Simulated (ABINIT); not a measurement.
# GaP (F-43m): G0W0 in ABINIT against the screening cutoff in the self-energy

Aim: move the screening cutoff in the self-energy of a G0W0 run on GaP (F-43m) over a wide range.

Main program and level: ABINIT 10.8.3; PBE and many-body steps on it, plane waves.

Report form: the programs' logs are mostly left out.

### 1. Set-up

It takes space group F-43m (No. 216, cubic). The conventional cell has a = 5.450 Å, b = 5.450 Å, c = 5.450 Å, α = 90.00°, β = 90.00°, γ = 90.00°. Nearest to Ga lie 4 P at 2.36 Å. Nearest to P lie 4 Ga at 2.36 Å. Farther neighbours are not listed.

The cell and positions come from the Crystallography Open Database and are kept as given unless a step says otherwise.

### 2. Screening, 4×4×4 mesh, 100 bands, screening to 176.9 eV

This step: ABINIT 10.8.3; RPA screening on PBE, plane waves, norm-conserving pseudopotentials.

The RPA dielectric matrix is built and inverted for each q.

run.abi

```
acell 3*1.0 Angstrom
rprim 
  0.000000000000 2.725250000000 2.725250000000
  2.725250000000 0.000000000000 2.725250000000
  2.725250000000 2.725250000000 0.000000000000
ntypat 2
znucl 31 15
natom 2
typat 1 2
xred 
  0.000000000000 0.000000000000 0.000000000000
  0.250000000000 0.250000000000 0.250000000000
pp_dirpath "pseudos"
pseudos "Ga.upf, P.upf"
ecut 36
ngkpt 4 4 4
nshiftk 1
shiftk 0 0 0
kptopt 1
chksymbreak 0
istwfk *1
occopt 1
irdwfk 1
optdriver 3
nband 100
ecuteps 6.5
inclvkb 2
awtr 1
symchi 1
indata_prefix "in"
outdata_prefix "out"
tmpdata_prefix "tmp"
```

On the command line:

```bash
OMP_NUM_THREADS=1 mpirun -n 4 abinit run.abi > log
```

It took 18 s on 4 MPI ranks of Arm Neoverse V1, shared host; peak memory 0.65 GiB.

This step gave:

* ε∞ with local fields, on this mesh, along the program's q direction: 18.07
* the same without local fields: 19.62
* plasma frequency: 24.76 eV
* plane waves in the screening matrix: 181

Local fields lower ε∞ by 8 %. On a Γ-centred mesh this coarse the value itself is usually too large, while a short band sum pulls it down.

### 3. 0.7 Ha

This step: G0W0 on PBE, plane waves, norm-conserving pseudopotentials.

Edit run.abi of step 2 so:

```diff
@@ -23,8 +23,17 @@
 irdwfk 1
-optdriver 3
+optdriver 4
 nband 100
-ecuteps 6.5
-inclvkb 2
-awtr 1
-symchi 1
+gwcalctyp 0
+ecutsigx 36
+symsigma 1
+nkptgw 2
+kptgw 
+  0.0000000000 0.0000000000 0.0000000000
+  0.5000000000 0.5000000000 0.0000000000
+bdgw 
+  7 13
+  8 11
+ecuteps 0.7
+irdscr 1
+ppmodel 1
 indata_prefix "in"
```

Elapsed: 3.5 s, on 4 MPI ranks; peak memory 0.45 GiB; 14 s of CPU time.

This step gave:

- G0W0 gap on the points computed: 1.863 eV
- starting gap on the mesh: 1.653 eV
- k of the valence top: 0, 0, 0
- k of the conduction bottom: 0.5, 0.5, 0
- Z at the valence top: 0.819
- Z at the conduction bottom: 0.825
- least direct G0W0 gap on the computed points: 2.436 eV

### 4. 1.3 Ha

Edit run.abi of step 3 so:

```diff
@@ -35,3 +35,3 @@
   8 11
-ecuteps 0.7
+ecuteps 1.3
 irdscr 1
```

Wall time 3.4 s (4 MPI ranks); peak memory 0.47 GiB.

This step gave:

| Item | Value |
| --- | --- |
| G0W0 gap on the points computed | 1.709 eV |
| starting gap on the mesh | 1.653 eV |
| k of the valence top | 0, 0, 0 |
| k of the conduction bottom | 0.5, 0.5, 0 |
| Z at the valence top | 0.8 |
| Z at the conduction bottom | 0.814 |
| least direct G0W0 gap on the computed points | 2.237 eV |

### 5. 2.3 Ha

The self-energy is evaluated for the states that the input lists, and the levels follow from it, in one-shot runs by the linearised quasiparticle equation.

Edit run.abi of step 4 so:

```diff
@@ -35,3 +35,3 @@
   8 11
-ecuteps 1.3
+ecuteps 2.3
 irdscr 1
```

Run time: 3.7 s. Hardware: 4 MPI ranks; peak memory 0.46 GiB.

This step gave:

```
G0W0 gap on the points computed              : 1.984 eV
starting gap on the mesh                     : 1.653 eV
k of the valence top                         : 0, 0, 0
k of the conduction bottom                   : 0.5, 0.5, 0
least direct G0W0 gap on the computed points : 2.347 eV
```

The gap on the mesh goes from 1.65 eV to 1.98 eV, a correction of +0.33 eV.

### 6. 3.2 Ha

Edit run.abi of step 5 so:

```diff
@@ -35,3 +35,3 @@
   8 11
-ecuteps 2.3
+ecuteps 3.2
 irdscr 1
```

The job ended after 3.8 s (4 MPI ranks; peak memory 0.43 GiB).

Numbers from this step:

| Quantity | Value |
| --- | --- |
| G0W0 gap on the points computed | 2 eV |
| starting gap on the mesh | 1.653 eV |
| k of the valence top | 0, 0, 0 |
| k of the conduction bottom | 0.5, 0.5, 0 |
| least direct G0W0 gap on the computed points | 2.348 eV |

Against the run before, the gap moves by +0.016 eV.

### 7. 4.9 Ha

Edit run.abi of step 6 so:

```diff
@@ -35,3 +35,3 @@
   8 11
-ecuteps 3.2
+ecuteps 4.9
 irdscr 1
```

It took 5.9 s on 4 MPI ranks; peak memory 0.53 GiB; 23 s of CPU time.

This step gave:

```
G0W0 gap on the points computed              : 2.098 eV
starting gap on the mesh                     : 1.653 eV
k of the valence top                         : 0, 0, 0
k of the conduction bottom                   : 0.5, 0.5, 0
least direct G0W0 gap on the computed points : 2.337 eV
```

Against the run before, the gap moves by +0.098 eV.

### 8. 6.5 Ha

Edit run.abi of step 7 so:

```diff
@@ -35,3 +35,3 @@
   8 11
-ecuteps 4.9
+ecuteps 6.5
 irdscr 1
```

Wall time 7.6 s (4 MPI ranks); peak memory 0.64 GiB.

Numbers from this step:

```yaml
g0w0_gap_on_the_points_computed: 2.114 eV
starting_gap_on_the_mesh: 1.653 eV
k_of_the_valence_top: 0, 0, 0
k_of_the_conduction_bottom: 0.5, 0.5, 0
least_direct_g0w0_gap_on_the_computed_points: 2.334 eV
```

Against the run before, the gap moves by +0.016 eV.

### 9. Side by side

Times are wall times on 4 MPI ranks of Arm Neoverse V1, shared host, good to a factor of about two. A run's time includes the screening step that it read.

| run | mesh | bands | screening cutoff (eV) | DFT gap (eV) | gap on the mesh (eV) | direct (eV) | ε∞ used | time |
| --- | --- | --- | --- | --- | --- | --- | --- | --- |
| 0.7 Ha | 4×4×4 | 100 | 19 | 1.653 | 1.863 | 2.436 | 18.07 | 22 s |
| 1.3 Ha | 4×4×4 | 100 | 35.4 | 1.653 | 1.709 | 2.237 | 18.07 | 22 s |
| 2.3 Ha | 4×4×4 | 100 | 62.6 | 1.653 | 1.984 | 2.347 | 18.07 | 22 s |
| 3.2 Ha | 4×4×4 | 100 | 87.1 | 1.653 | 2.000 | 2.348 | 18.07 | 22 s |
| 4.9 Ha | 4×4×4 | 100 | 133.3 | 1.653 | 2.098 | 2.337 | 18.07 | 24 s |
| 6.5 Ha | 4×4×4 | 100 | 176.9 | 1.653 | 2.114 | 2.334 | 18.07 | 26 s |

### 10. Outcome

* 0.7 Ha: 1.863 eV
* 1.3 Ha: 1.709 eV
* 2.3 Ha: 1.984 eV
* 3.2 Ha: 2.000 eV
* 4.9 Ha: 2.098 eV
* 6.5 Ha: 2.114 eV
* known limits: not at the basis limit; exchange with frozen shells missing; no spin-orbit coupling; coarse k mesh

**Reading.** The setting moved: screening cutoff in the self-energy. From 0.7 Ha to 6.5 Ha the gap moves by +0.25 eV, not steadily: it passes through 1.71 eV. The last step still moves it by +0.016 eV. Bands and screening cutoff are coupled, so a series along one setting does not show full convergence. Bands and cutoff are finite, so the gap is not at the basis limit. The miss can reach some tenths of an eV and take either sign; the mesh is an error of its own. In the G0W0 runs levels were corrected at 2 k points alone, so a gap called «on the mesh» is the least over those, and an edge elsewhere would be missed. The 4×4×4 mesh is coarse for this cell, which bears on the long-range parts of exchange and screening. The norm-conserving file of at least one element keeps a d shell over frozen s and p shells of the same row. Exchange with those shells is missing from the self-energy, an error of 0.3 to 0.9 eV in cases checked, whose sign depends on which edge lies on those atoms. The many-body steps are scalar-relativistic: spin-orbit coupling is not in them.

[Paths, hosts, dates, memory and timing lines, banners, echoed tables and standing remarks are left out of the program output.]

[Logs are printed without paths, hosts, clocks, repeated set-up lines and the standing remarks that a program may print on its own settings, such as how far it seeks lower states.]

[Runs of the session that timed out or met a known fault of the program may be left out.]

[Hosts, paths, dates, database ids (printed as entryN), source tags and the programs' standing remarks are cut or masked in the printed files.]

[G0W0 gaps are taken among the corrected bands and points alone; a level outside them can change the order at an edge.]

[Where Ansatz stands beside ABINIT at settings called matched, ABINIT's density can come from a denser mesh and the files from another edition; pairs whose starting gaps differed by over 0.03 eV were left out, so agreement reads better than it is.]
